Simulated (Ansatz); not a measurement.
# Optical response of SiO2 (Quartz)

Aim: the dielectric function of SiO2 (Quartz), and the optical constants that follow from it.

Method: DFT, PBE, plane-wave PAW, default files, scalar-relativistic, independent-particle optical response without local fields, in Ansatz 0.2.0.

**1. The starting structure**

Symmetry: P3_121, No. 152, trigonal system. The conventional cell has a = 4.916 Å, b = 4.916 Å, c = 5.409 Å, α = 90.00°, β = 90.00°, γ = 120.00°. Nearest to Si lie 4 O at 1.61 Å. O has 2 Si at 1.61 Å nearest. Farther neighbours, and contacts between anions beyond the nearest, are not listed.

Structure file:

```cif
data_structure
_symmetry_space_group_name_H-M 'P3_121'
_symmetry_Int_Tables_number 152
_cell_length_a 4.9158
_cell_length_b 4.9158
_cell_length_c 5.4091
_cell_angle_alpha 90.000
_cell_angle_beta 90.000
_cell_angle_gamma 120.000
_cell_volume 113.20
loop_
_atom_site_label
_atom_site_type_symbol
_atom_site_symmetry_multiplicity
_atom_site_Wyckoff_symbol
_atom_site_fract_x
_atom_site_fract_y
_atom_site_fract_z
_atom_site_occupancy
Si1 Si 3 a 0.46970 0.46970 0.00000 1
O1 O 6 c 0.85380 0.26800 0.45233 1
```

**2. Ground state and bands**

The self-consistent density comes first; it also tells whether there is a gap, which decides the occupations and the need for a Drude term.

This step: DFT, PBE, plane-wave PAW, default files, scalar-relativistic, ground state (Ansatz 0.2.0).

input.yaml reads:

```yaml
crystal:
  lattice:
    - [4.9158, 0.0, 0.0]
    - [-2.4579, 4.2572076799, 0.0]
    - [0.0, 0.0, 5.4091]
  atoms:
    - { symbol: Si, position: [0.4697, 0.4697, 0.0] }
    - { symbol: Si, position: [0.0, 0.5303, 0.6666666667] }
    - { symbol: Si, position: [0.5303, 0.0, 0.3333333333] }
    - { symbol: O, position: [0.8538, 0.268, 0.4523333333] }
    - { symbol: O, position: [0.732, 0.5858, 0.7856666667] }
    - { symbol: O, position: [0.4142, 0.1462, 0.119] }
    - { symbol: O, position: [0.268, 0.8538, 0.5476666667] }
    - { symbol: O, position: [0.5858, 0.732, 0.2143333333] }
    - { symbol: O, position: [0.1462, 0.4142, 0.881] }
kpoints:
  mp_grid: { grid: [6, 6, 5] }
  band_path:
    path:
      - [[0.0, 0.0, 0.0], [0.5, 0.0, 0.0], [0.33333333, 0.33333333, 0.0], [0.0, 0.0, 0.0], [0.0, 0.0, 0.5], [0.5, 0.0, 0.5], [0.33333333, 0.33333333, 0.5], [0.0, 0.0, 0.5]]
      - [[0.5, 0.0, 0.5], [0.5, 0.0, 0.0]]
      - [[0.33333333, 0.33333333, 0.0], [0.33333333, 0.33333333, 0.5]]
    npoints: 5
scf:
  occupations: { method: fermi_dirac, width: 0.05 }
  n_extra_bands: 13
hamiltonian:
  xc: pbe
  pseudopotentials: { kind: paw }
output:
  forces: true
  stress: true
  populations: true
  write_bands: true
```

Started as:

```bash
$ ansatz run input.yaml --threads 4 --pin off --max-ram 8192MiB --backend cpu --events-out ev --progress --plain --runs-dir out
```

The program printed:

```text
scf.n_extra_bands = 13 over 24 filled bands (N_el = 48.0): the run solves 37 bands
Engine: ansatz 0.2.0, x86_64-unknown-linux-gnu
Pseudopotentials: kind: paw
Pseudopotential: Si, paw, valence charge 4, recommended cutoff 420 eV (normal), Si.paw.azcp
Pseudopotential: O, paw, valence charge 6, recommended cutoff 420 eV (normal), O.paw.azcp
Functional definition: PBE
  parameter kappa = 0.804
  parameter beta = 0.066725
  exchange = pbe_x(kappa = kappa, mu = beta*pi^2/3)
  correlation = pbe_c(beta = beta)
Crystal: 9 atoms, lattice volume = 113.199 Å³
Basis set: ecut = 420 eV, 2209 PW (Γ), exchange–correlation on 72×72×80 points (8 copies of the dense FFT grid, shifted against one another)
Bands: 37, of which v1, the nominal top of the filled ones, is band 24 counted from 1 (23 counted from 0)
Symmetry: 6 space group operations
Space group: P3121 (ITA 152), of the structure as read, at distance tolerance 4.8e-5 Å
k-points: 27 of 180 (time reversal used)
Non-local potential: Si, projectors of the file, l = 0: 2, l = 1: 2, l = 2: 2
Non-local potential: O, projectors of the file, l = 0: 2, l = 1: 2, l = 2: 1
PAW form: soft (Blöchl's): semilocal exchange-correlation on the pseudo side does not see the compensation charge
PAW one-centre angular grid: Si, 110 points (default); XC on 64 Gauss nodes
PAW one-centre angular grid: O, 110 points (default); XC on 64 Gauss nodes
Initial density: superposition of atomic densities (neutral atoms: chi_scale 0, normalization atom), corrected by the library's trained network
Initial wavefunctions: pseudopotential atomic-orbital guess
Functional: x = pbe(κ = 0.804, μ = 0.219515), c = pbe(β = 0.066725)
SCF iter   1: F=—  HF=-5322.117273 eV  |F-HF|=—  |Δ(HF+E_count)|=         —  Δρ=1.31e-3  dr2=1.01e-3  ethr=1.77e-3  ⟨swp⟩=6.3  Hψ=5262  notcnv=0  defer=51
preconditioner: auto → Resta (q_TF=auto, 2.365 Å⁻¹)  ε∞=2.8  [insulator: Δε(μ)=5.992 eV  Ē_g=17.859 eV  σ=0.050 eV  W_gap=1.00  n_scr=22 (ndim 8)  ℏωp=24.2 eV  f_vac=0.113  D(μ)=0.00/eV (n_scr^D=0)  ε∞_Penn≈2.8]
SCF iter   2: F=—  HF=-5322.119647 eV  |F-HF|=—  |Δ(HF+E_count)|=   2.37e-3  Δρ=5.83e-4  dr2=1.23e-4  ethr=2.10e-6  ⟨swp⟩=2.8  Hψ=2133  notcnv=0  defer=118
SCF iter   3: F=—  HF=-5322.120109 eV  |F-HF|=—  |Δ(HF+E_count)|=   4.61e-4  Δρ=2.25e-4  dr2=2.67e-5  ethr=2.55e-7  ⟨swp⟩=2.0  Hψ=1238  notcnv=0  defer=118
SCF iter   4: F=—  HF=-5322.120182 eV  |F-HF|=—  |Δ(HF+E_count)|=   7.29e-5  Δρ=4.01e-5  dr2=1.16e-6  ethr=5.56e-8  ⟨swp⟩=2.0  Hψ=1470  notcnv=0  defer=118
SCF iter   5: F=—  HF=-5322.120184 eV  |F-HF|=—  |Δ(HF+E_count)|=   2.18e-6  Δρ=1.21e-5  dr2=1.81e-7  ethr=2.42e-9  ⟨swp⟩=2.6  Hψ=1506  notcnv=0  defer=118
SCF iter   6: F=-5322.120184 eV  HF=-5322.120184 eV  |F-HF|=1.20e-8  |Δ(HF+E_count)|=   4.67e-7  Δρ=2.04e-6  dr2=4.39e-9  ethr=2.08e-10  ⟨swp⟩=11.3  Hψ=5279  notcnv=0
SCF 1 converged in 6 iterations: F = -5322.120184 eV  dr2 = 4.39e-9
  greatest PAW one-centre occupation: 0.863 electrons in one spin orbital (limit 2), on the O atom at site 8 (counted from 0), in its partial waves of l = 0
NSCF: frozen V_eff on 48 k-points
SCF converged after 6 iterations
Free energy (F): -5322.120184 eV
Harris-Foulkes:  -5322.120184 eV  (|F-HF|=1.20e-8)
Internal energy: -5322.120184 eV  (E = F + TS)
E sigma→0 (E₀):  -5322.120184 eV
Fermi energy:    5.617434 eV
--- Per-component energies (eV) ---
  E_band       = -205.711990
  E_kinetic    = 1211.146700
  E_local      = -2960.023833  (includes V_loc(G=0)·N_el)
  E_nonlocal   = 361.566164
  E_hartree    = 1062.313824
  E_xc         = -613.779717
  E_vxc        = -712.559747  (∫ρ·V_xc dr)
  E_paw        = -2494.384078  (= ΣΔE_a)
  E_vpaw       = -230.485451  (= ΣTr[D̂ρ^β])
  E_aug_tail   = 0.015659  (compensation charges beyond the density's cutoff)
  E_ewald      = -1888.974903
  E_smearing   = -0.000000  (= −TS)
  E_closure    = 0.000000  (closes the sum)
  Σ components = -5322.120184   (vs F -5322.120184, Δ=0.00e0)
--- Forces (eV/Å), atoms counted from 1 ---
  atom   1  Si     0.01051547     0.01821332     0.00000000
  atom   2  Si     0.01051547    -0.01821332    -0.00000000
  atom   3  Si    -0.02103093     0.00000000     0.00000000
  atom   4  O      0.34495382    -0.01986593    -0.17691625
  atom   5  O     -0.15527251     0.30867174    -0.17691625
  atom   6  O     -0.18968131    -0.28880581    -0.17691625
  atom   7  O     -0.18968131     0.28880581     0.17691625
  atom   8  O      0.34495382     0.01986593     0.17691625
  atom   9  O     -0.15527251    -0.30867174     0.17691625
  max |Σ_I F_I| component: 1.67e-16 eV/Å
--- Stress (GPa, compression-positive) ---
        7.101767      -0.000000       0.000000
       -0.000000       7.101767       0.000000
        0.000000       0.000000       7.169775
  P = ⅓ Tr σ = 7.1244 GPa (71.244 kbar)
--- Band table (eV; the first three rows and the last of 27) ---
  k-point 0: bands = [... 20 lower, 1.5355, 1.8491, 2.2214, 2.2214, 8.5304, 11.8538, 11.8538, 12.3091, ... 9 higher]
  k-point 1: bands = [... 20 lower, 1.5136, 1.9492, 2.2636, 2.4146, 8.9241, 11.6933, 11.8698, 11.9335, ... 9 higher]
  k-point 2: bands = [... 20 lower, 1.3570, 2.1932, 2.4145, 2.4209, 9.9018, 11.0458, 11.6411, 11.9722, ... 9 higher]
  k-point 26: bands = [... 20 lower, 1.6311, 1.8605, 1.8995, 2.0952, 11.5301, 12.1363, 12.3350, 12.6416, ... 9 higher]
--- Löwdin populations: 9 sites ---
  site symbol       q [e]
     0     Si      2.1993
     1     Si      2.1993
     2     Si      2.1993
     3      O      6.7922
     4      O      6.7922
     5      O      6.7922
     6      O      6.7922
     7      O      6.7922
     8      O      6.7922
  spilling = 0.013521 (of n_electrons = 48.000000)
```

Elapsed: 3.5 s, on 4 threads of Intel Xeon Platinum 8375C at 2.90GHz (Ice Lake), shared host; peak memory 0.54 GiB.

Read-outs:

```
free energy                  : -5322.1202 eV
Fermi energy                 : 5.617 eV
gap by band count            : 5.995 eV
electrons                    : 48
symmetry operations          : 6
pressure                     : 7.124 GPa
gap on the k-mesh            : 5.995 eV
volume                       : 113.2 Å³
gap on the path              : 5.995 eV
least direct gap on the path : 6.309 eV
```

There is a gap, 6.00 eV on the path, so no carriers' term is needed. The cell is left with a pressure of 7.1 GPa and forces up to 0.39 eV/Å, as it stands unrelaxed at this level.

The electronic bands at the labelled points (eV, zero at the Fermi level; v1 is the highest filled band, c1 the lowest empty one):

```
          point     v4     v3     v2     v1    c1    c2    c3    c4
              Γ  -4.08  -3.77  -3.40  -3.40  2.91  6.24  6.24  6.69
0.40 of the way  -4.08  -3.89  -3.33  -3.28  3.51  6.22  6.29  6.76
              M  -4.12  -3.87  -3.35  -3.12  5.18  5.92  6.64  6.66
0.40 of the way  -4.16  -3.75  -3.38  -3.10  5.31  5.96  6.57  6.79
              K  -4.31  -3.52  -3.52  -3.08  5.85  5.85  6.34  7.31
0.40 of the way  -4.06  -3.87  -3.35  -3.15  4.44  6.30  6.42  6.93
              Γ  -4.08  -3.77  -3.40  -3.40  2.91  6.24  6.24  6.69
0.40 of the way  -4.10  -3.67  -3.35  -3.20  3.31  6.08  6.25  6.32
              A  -4.28  -3.30  -3.30  -3.17  4.86  4.86  5.98  6.67
0.60 of the way  -4.12  -3.62  -3.56  -3.24  5.40  5.61  6.41  6.65
              L  -3.97  -3.92  -3.68  -3.27  5.84  6.31  6.61  6.76
0.60 of the way  -3.96  -3.90  -3.71  -3.46  5.88  6.54  6.73  6.82
              H  -4.02  -3.85  -3.67  -3.67  5.93  6.72  6.72  7.02
0.40 of the way  -4.09  -3.71  -3.53  -3.36  5.54  5.82  6.45  6.88
              A  -4.28  -3.30  -3.30  -3.17  4.86  4.86  5.98  6.67
      jump to L  -3.97  -3.92  -3.68  -3.27  5.84  6.31  6.61  6.76
0.40 of the way  -4.06  -3.77  -3.60  -3.22  5.57  6.05  6.51  6.97
              M  -4.12  -3.87  -3.35  -3.12  5.18  5.92  6.64  6.66
      jump to K  -4.31  -3.52  -3.52  -3.08  5.85  5.85  6.34  7.31
0.40 of the way  -4.14  -3.60  -3.56  -3.21  5.83  6.07  6.46  7.20
              H  -4.02  -3.85  -3.67  -3.67  5.93  6.72  6.72  7.02
```

**3. Spectrum**

The spectrum is a sum over vertical transitions between filled and empty bands at the fixed density, so many empty bands are needed.

This step: DFT, PBE, plane-wave PAW, default files, scalar-relativistic, independent-particle optical response without local fields (Ansatz 0.2.0).

input.yaml, the sections that differ from step 2:

```yaml
kpoints:
  mp_grid: { grid: [6, 6, 5] }
scf:
  occupations: { method: fixed }
output:
  optics:
    e_range: [0, 14]
    de: 0.05
    sigma: 0.1
    nscf_kmesh: { grid: [6, 6, 4] }
    bands: { spectra_wanted_up_to: 14 }
# crystal, hamiltonian: as in step 2
```

The program printed:

```text
[...]
Crystal: 9 atoms, lattice volume = 113.199 Å³
Basis set: ecut = 420 eV, 2209 PW (Γ)
Bands: 33, of which v1, the nominal top of the filled ones, is band 24 counted from 1 (23 counted from 0)
Symmetry: 6 space group operations
[...]
k-points: 27 of 180 (time reversal used)
[...]
SCF iter   1: F=—  HF=-5322.118125 eV  |F-HF|=—  |Δ(HF+E_count)|=         —  Δρ=1.31e-3  dr2=9.96e-4  ethr=1.77e-3  ⟨swp⟩=5.0  Hψ=4056  notcnv=0  defer=172
[...]
SCF iter   8: F=-5322.120384 eV  HF=-5322.120384 eV  |F-HF|=3.64e-12  |Δ(HF+E_count)|=  2.53e-10  Δρ=4.94e-8  dr2=2.70e-12  ethr=1.00e-12  ⟨swp⟩=12.4  Hψ=4308  notcnv=0
SCF 1 converged in 8 iterations: F = -5322.120384 eV  dr2 = 2.70e-12
[...]
NSCF: frozen V_eff on 24 k-points
output.optics: what the bands over the 57 summed would add to eps1, eps2 and the energy-loss function is held between a lower and an upper bound (7 Lanczos steps). eps1, eps2 and their loss function (loss_summed_bands) are given on every row as the summed bands alone make them. Along an axis, on a row where the two bounds hold the loss function to about 1 % of the greater of itself and 0.5 % of |1/eps|, its cell (loss_completed) is given, with the completed eps1 and eps2 that it is formed of (a cell that is left empty reads nan in the table and null in the record). The two bounds hold it so along every axis on all 281 rows up to 14.000 eV. [rest of the remark cut]
SCF converged after 8 iterations
Free energy (F): -5322.120384 eV
[...]
Internal energy: -5322.120384 eV  (E = F + TS)
E sigma→0 (E₀):  -5322.120384 eV
Fermi energy:    2.534947 eV
[...]
--- Band table (eV; the first three rows and the last of 27) ---
  k-point 0: bands = [... 20 lower, 1.5355, 1.8491, 2.2214, 2.2214, 8.5304, 11.8538, 11.8538, 12.3090, ... 5 higher]
  k-point 1: bands = [... 20 lower, 1.5136, 1.9492, 2.2636, 2.4146, 8.9241, 11.6933, 11.8698, 11.9334, ... 5 higher]
  k-point 2: bands = [... 20 lower, 1.3570, 2.1932, 2.4144, 2.4209, 9.9017, 11.0458, 11.6411, 11.9721, ... 5 higher]
  k-point 26: bands = [... 20 lower, 1.6311, 1.8604, 1.8995, 2.0952, 11.5300, 12.1362, 12.3350, 12.6416, ... 5 higher]
```

It took 27 s on 4 threads; peak memory 1.1 GiB; 1.7 min of CPU time.

Read from the output:

* electronic dielectric constant ε∞, mean of the axes: 2.565
* absorption onset, first axis (α over 10⁴ cm⁻¹, or the direct gap if that lies higher): 7.373 eV
* main peak of Im epsilon, first axis: 10.32 eV
* least direct gap on the mesh: 6.309 eV
* bands summed: 57
* spectra valid up to: 22.46 eV
* program's estimate of the k-sum error in Im epsilon: 0.11 %
* electrons in the f-sum: 25.30

The Im ε has structure finer than the step of the table below, so its rows give means over 0.25 eV. Peaks (eV: height): E ∥ x or y 10.300: 3.89, 12.300: 2.79; E ∥ z 9.900: 3.60, 10.900: 3.03, 11.850: 3.35, 12.900: 2.78.

The Im ε by photon energy; means over each step:

```
photon energy (eV)  E ∥ x or y    E ∥ z
              6.00           0        0
              6.25      5.5e-4   2.8e-5
              6.50     0.00268   5.7e-4
              6.75     0.00515  0.00241
              7.00      0.0148  0.00613
              7.25      0.0354   0.0175
              7.50       0.164    0.178
              7.75       0.423    0.449
              8.00       0.588    0.618
              8.25       0.727    0.761
              8.50       0.865    0.907
              8.75        1.03     1.09
              9.00        1.30     1.41
              9.25        1.86     2.69
              9.50        2.47     3.37
              9.75        2.79     3.51
             10.00        3.22     3.47
             10.25        3.74     2.62
             10.50        3.51     2.26
             10.75        3.30     2.64
             11.00        2.95     2.76
             11.25        2.45     2.39
             11.50        2.37     2.11
             11.75        2.26     2.76
             12.00        2.59     2.80
             12.25        2.70     2.46
             12.50        2.57     2.28
             12.75        2.46     2.59
             13.00        2.24     2.67
             13.25        2.13     2.13
             13.50        2.34     1.96
             13.75        2.28     2.04
```

Re ε against photon energy:

```
photon energy (eV)  E ∥ x or y  E ∥ z
               0.0        2.56   2.57
               0.5        2.56   2.58
               1.0        2.57   2.58
               1.5        2.58   2.60
               2.0        2.60   2.61
               2.5        2.62   2.64
               3.0        2.65   2.67
               3.5        2.69   2.71
               4.0        2.74   2.75
               4.5        2.79   2.81
               5.0        2.86   2.88
               5.5        2.95   2.97
               6.0        3.07   3.09
               6.5        3.22   3.25
               7.0        3.46   3.49
               7.5        3.91   4.00
               8.0        4.04   4.12
               8.5        4.21   4.33
               9.0        4.59   4.94
               9.5        4.60   4.14
              10.0        4.12   2.58
              10.5        2.47   2.65
              11.0        1.65   2.00
              11.5        1.97   2.37
              12.0        2.23   1.71
              12.5        1.64   2.07
              13.0        1.50   1.46
              13.5        1.79   1.62
              14.0        1.77   1.88
```

The loss function −Im 1/ε at q → 0 has structure finer than the step of the table below, so its rows give means over 0.5 eV. Peaks (eV: height): E ∥ x or y 11.10: 0.271, 12.95: 0.311, 13.85: 0.317; E ∥ z 10.25: 0.237, 11.30: 0.247, 12.35: 0.287, 13.25: 0.352.

Loss function −Im 1/ε at q → 0 against energy loss; means over each step:

| energy loss (eV) | E ∥ x or y | E ∥ z |
| --- | --- | --- |
| 6.0 | 3.2e-6 | 0 |
| 6.5 | 2.5e-4 | 6.7e-5 |
| 7.0 | 0.00132 | 5.3e-4 |
| 7.5 | 0.0119 | 0.0119 |
| 8.0 | 0.0350 | 0.0352 |
| 8.5 | 0.0468 | 0.0461 |
| 9.0 | 0.0574 | 0.0543 |
| 9.5 | 0.0921 | 0.116 |
| 10.0 | 0.123 | 0.189 |
| 10.5 | 0.184 | 0.197 |
| 11.0 | 0.245 | 0.215 |
| 11.5 | 0.249 | 0.210 |
| 12.0 | 0.227 | 0.239 |
| 12.5 | 0.271 | 0.256 |
| 13.0 | 0.301 | 0.291 |
| 13.5 | 0.282 | 0.306 |

Values under 1 per cm are given as 1. Absorption coefficient against photon energy:

```csv
photon energy (eV),E ∥ x or y (1/cm),E ∥ z (1/cm)
0.0,1,1
0.5,1,1
1.0,1,1
1.5,1,1
2.0,1,1
2.5,1,1
3.0,1,1
3.5,1,1
4.0,1,1
4.5,1,1
5.0,1,1
5.5,1,1
6.0,1,1
6.5,496,90.7
7.0,2682,1120
7.5,28984,32558
8.0,1.2e5,1.2e5
8.5,1.8e5,1.9e5
9.0,2.7e5,2.8e5
9.5,5.3e5,7.3e5
10.0,7.6e5,9.6e5
10.5,1.0e6,6.7e5
11.0,1.0e6,9.5e5
11.5,8.7e5,7.3e5
12.0,9.6e5,1.0e6
12.5,1.1e6,8.9e5
13.0,1.0e6,1.2e6
13.5,1.1e6,9.2e5
14.0,9.9e5,9.3e5
```

The reflectivity at normal incidence has structure finer than the step of the table below, so its rows give means over 0.25 eV. Peaks (eV: height): E ∥ x or y 10.300: 19.6, 12.300: 14.8, 13.600: 13.0; E ∥ z 9.300: 20.0, 10.950: 15.8, 11.850: 17.3, 12.950: 15.1.

The reflectivity at normal incidence by photon energy; means over each step:

```csv
photon energy (eV),E ∥ x or y (%),E ∥ z (%)
0.25,5.33,5.38
0.50,5.34,5.39
0.75,5.35,5.41
1.00,5.37,5.42
1.25,5.39,5.45
1.50,5.42,5.48
1.75,5.45,5.51
2.00,5.49,5.55
2.25,5.54,5.60
2.50,5.59,5.65
2.75,5.65,5.71
3.00,5.72,5.78
3.25,5.79,5.86
3.50,5.88,5.94
3.75,5.97,6.04
4.00,6.07,6.14
4.25,6.19,6.26
4.50,6.31,6.39
4.75,6.45,6.53
5.00,6.61,6.69
5.25,6.78,6.87
5.50,6.98,7.07
5.75,7.20,7.30
6.00,7.45,7.56
6.25,7.75,7.86
6.50,8.09,8.21
6.75,8.51,8.64
7.00,9.03,9.18
7.25,9.71,9.94
7.50,10.7,11.1
7.75,11.3,11.5
8.00,11.5,11.9
8.25,11.9,12.3
8.50,12.4,12.9
8.75,13.2,13.8
9.00,14.3,15.6
9.25,15.9,19.0
9.50,16.7,18.6
9.75,16.8,18.3
10.00,18.0,17.8
10.25,19.1,13.8
10.50,18.0,12.3
10.75,17.2,14.1
11.00,15.8,14.5
11.25,13.0,12.6
11.50,12.4,11.3
11.75,11.9,14.7
12.00,13.6,14.9
12.25,14.3,13.1
12.50,13.9,12.0
12.75,13.3,13.6
13.00,12.1,14.8
13.25,11.2,11.8
13.50,12.4,10.2
13.75,12.3,10.6
```

From ε follow the optical constants at some laser lines:

| wavelength (nm) | n xy | k xy | R (%) xy | 1/α xy | n z | k z | R (%) z | 1/α z |
| --- | --- | --- | --- | --- | --- | --- | --- | --- |
| 1550 | 1.60 | 0.000 | 5.4 | over 1 mm | 1.61 | 0.000 | 5.4 | over 1 mm |
| 1064 | 1.60 | 0.000 | 5.4 | over 1 mm | 1.61 | 0.000 | 5.4 | over 1 mm |
| 633 | 1.61 | 0.000 | 5.5 | over 1 mm | 1.62 | 0.000 | 5.5 | over 1 mm |
| 532 | 1.62 | 0.000 | 5.6 | over 1 mm | 1.62 | 0.000 | 5.6 | over 1 mm |
| 450 | 1.62 | 0.000 | 5.7 | over 1 mm | 1.63 | 0.000 | 5.7 | over 1 mm |
| 405 | 1.63 | 0.000 | 5.7 | over 1 mm | 1.63 | 0.000 | 5.8 | over 1 mm |
| 248 | 1.69 | 0.000 | 6.6 | over 1 mm | 1.70 | 0.000 | 6.7 | over 1 mm |

A film 1 µm thick would pass 89 % of daylight and look colourless in transmission (x = 0.313, y = 0.329).

The first strong peak, at 10.32 eV, fits the second-highest filled and the third-lowest empty band, which run nearly parallel at that distance over 83 % of L–H; the match rests on energies alone.

The f-sum over the summed bands holds 25.3 of the cell's 48 electrons outside the frozen cores, 12 of which lie in bands more than 12 eV below the Fermi level, whose transitions come at higher energies. Up to 14 eV the strength has a mean oscillator energy of 11.1 eV, and these transitions give 53 % of ε∞ − 1 along x; the rest comes from higher ones.

**4. Summary of results**

```yaml
gap_on_the_path: 6.00 eV
least_direct_gap_on_the_path: 6.31 eV
electronic_dielectric_constant_eps_infinity_mean_of_the_axes_independent_particles: 2.56
absorption_onset_first_axis_alpha_over_1e4_cm_minus1_or_the_direct_gap_if_that_lies_higher: 7.37 eV
main_peak_of_im_epsilon_first_axis: 10.3 eV
```

At this level (PBE, independent particles) SiO2 has a mean ε∞ = 2.56 and n = 1.60 at 1550 nm (E ∥ x); absorption sets in near 7.4 eV, and Im ε peaks at 10.3 eV (E ∥ x). The gap is indirect (6.00 eV), so absorption without phonons can begin only at the direct gap of 6.31 eV. Absorption becomes strong only at 7.37 eV, 1.06 eV above the least direct gap: the lowest transitions are weak or forbidden for this polarisation, or few states take part. Im ε has its chief maxima at 10.32 eV (3.9), 12.30 eV (2.8) and 13.57 eV (2.4) for E ∥ x or y. The static values by axis are 2.56 (xy), 2.57 (z). The first strong peak, at 10.32 eV, fits the second-highest filled and the third-lowest empty band, which run nearly parallel at that distance over 83 % of L–H; the match rests on energies alone. A film 1 µm thick would pass 89 % of daylight and look colourless in transmission (x = 0.313, y = 0.329). Excitons and phonon-assisted transitions are missing, and so are local fields; PBE gaps are as a rule too small, which pulls the onset down and ε∞ up. In the base run ε includes the program's bounded estimate of what the bands above those summed add.

[Long decimals in the printed logs are rounded to 6 places.]

[Logs are printed without paths, hosts, clocks, repeated set-up lines and the standing remarks that a program may print on its own settings, such as how far it seeks lower states.]

[Hosts, paths, dates, database ids (printed as entryN), source tags and the programs' standing remarks are cut or masked in the printed files.]

[Where the starting crystal was built by hand or by swapping elements, it need not be the compound's stable phase.]

[The count of steps not shown may lack steps that the program refused or didn't finish.]
